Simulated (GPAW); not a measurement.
The O K edge of atom 3 in PNO (Cc), with 2 P at 1.60 Å (bent, 135°, site symmetry 1), was computed in 2 ways: full core hole (charged cell) and no core hole. Program and functional: GPAW, LDA, Gaussian full width 0.9 eV up to 4 eV, rising linearly to 3.5 eV at 25 eV; cells of 6 and 24 atoms (the run without a hole in the smaller).

Each run is counted from its own lowest empty level or Fermi level and scaled to a mean of 1 over its first 20 eV.

| E (eV) | run 1 | run 2 |
| --- | --- | --- |
| -2.0 | 0.00 | 0.00 |
| -1.5 | 0.00 | 0.00 |
| -1.0 | 0.01 | 0.00 |
| -0.5 | 0.13 | 0.01 |
| 0.0 | 0.67 | 0.12 |
| 0.5 | 1.18 | 0.41 |
| 1.0 | 2.09 | 0.67 |
| 1.5 | 2.49 | 0.82 |
| 2.0 | 2.12 | 0.96 |
| 2.5 | 2.29 | 1.16 |
| 3.0 | 2.16 | 1.36 |
| 3.5 | 1.91 | 1.29 |
| 4.0 | 1.72 | 1.34 |
| 4.5 | 1.75 | 1.70 |
| 5.0 | 1.62 | 1.80 |
| 5.5 | 1.29 | 1.81 |
| 6.0 | 1.11 | 1.93 |
| 6.5 | 1.10 | 2.01 |
| 7.0 | 1.04 | 1.94 |
| 7.5 | 0.88 | 1.78 |
| 8.0 | 0.74 | 1.46 |
| 8.5 | 0.64 | 1.11 |
| 9.0 | 0.58 | 0.91 |
| 9.5 | 0.55 | 0.83 |
| 10.0 | 0.55 | 0.79 |
| 10.5 | 0.57 | 0.79 |
| 11.0 | 0.60 | 0.82 |
| 11.5 | 0.64 | 0.86 |
| 12.0 | 0.65 | 0.86 |
| 12.5 | 0.63 | 0.84 |
| 13.0 | 0.61 | 0.82 |
| 13.5 | 0.61 | 0.78 |
| 14.0 | 0.60 | 0.73 |
| 14.5 | 0.59 | 0.68 |
| 15.0 | 0.58 | 0.66 |
| 15.5 | 0.58 | 0.65 |
| 16.0 | 0.57 | 0.63 |
| 16.5 | 0.55 | 0.61 |
| 17.0 | 0.54 | 0.59 |
| 17.5 | 0.55 | 0.58 |
| 18.0 | 0.58 | 0.58 |
| 18.5 | 0.61 | 0.60 |
| 19.0 | 0.65 | 0.63 |
| 19.5 | 0.68 | 0.66 |
| 20.0 | 0.70 | 0.70 |
| 20.5 | 0.71 | 0.72 |
| 21.0 | 0.72 | 0.74 |
| 21.5 | 0.71 | 0.76 |
| 22.0 | 0.70 | 0.77 |
| 22.5 | 0.68 | 0.77 |
| 23.0 | 0.66 | 0.76 |
| 23.5 | 0.63 | 0.74 |
| 24.0 | 0.60 | 0.71 |
| 24.5 | 0.57 | 0.67 |
| 25.0 | 0.55 | 0.64 |
| 25.5 | 0.54 | 0.62 |
| 26.0 | 0.53 | 0.60 |
| 26.5 | 0.53 | 0.59 |
| 27.0 | 0.53 | 0.59 |
| 27.5 | 0.54 | 0.59 |
| 28.0 | 0.55 | 0.60 |
| 28.5 | 0.55 | 0.59 |
| 29.0 | 0.55 | 0.58 |
| 29.5 | 0.55 | 0.57 |

Q: Which run is which?

Run 1: full core hole (charged cell) (area from −2 to 6 eV 11.0, main maxima 1.4 eV (2.53), 2.6 eV (2.30), 4.6 eV (1.75) and 21.0 eV (0.72)). Run 2: no core hole (area from −2 to 6 eV 7.2, main maxima 3.1 eV (1.37), 6.5 eV (2.01), 11.8 eV (0.87) and 22.2 eV (0.77)). With each curve scaled to its own mean, the area from −2 to 6 eV with the hole is 11.0 against 7.2, and the centre of weight from −1 to 20 eV moves by -1.5 eV: the hole pulls the absorber's empty states down.

[Hosts, paths, dates, database ids (printed as entryN), source tags and the programs' standing remarks are cut or masked in the printed files.]

[Lists of maxima count a maximum above −3 eV only where it reaches 4 % of the highest in the window and stands out from its surroundings by 2 % of it (1.5 % where it reaches 55 %); shoulders and weaker maxima are passed over, and of the rest the first, up to two pre-edge ones and the few strongest are named.]
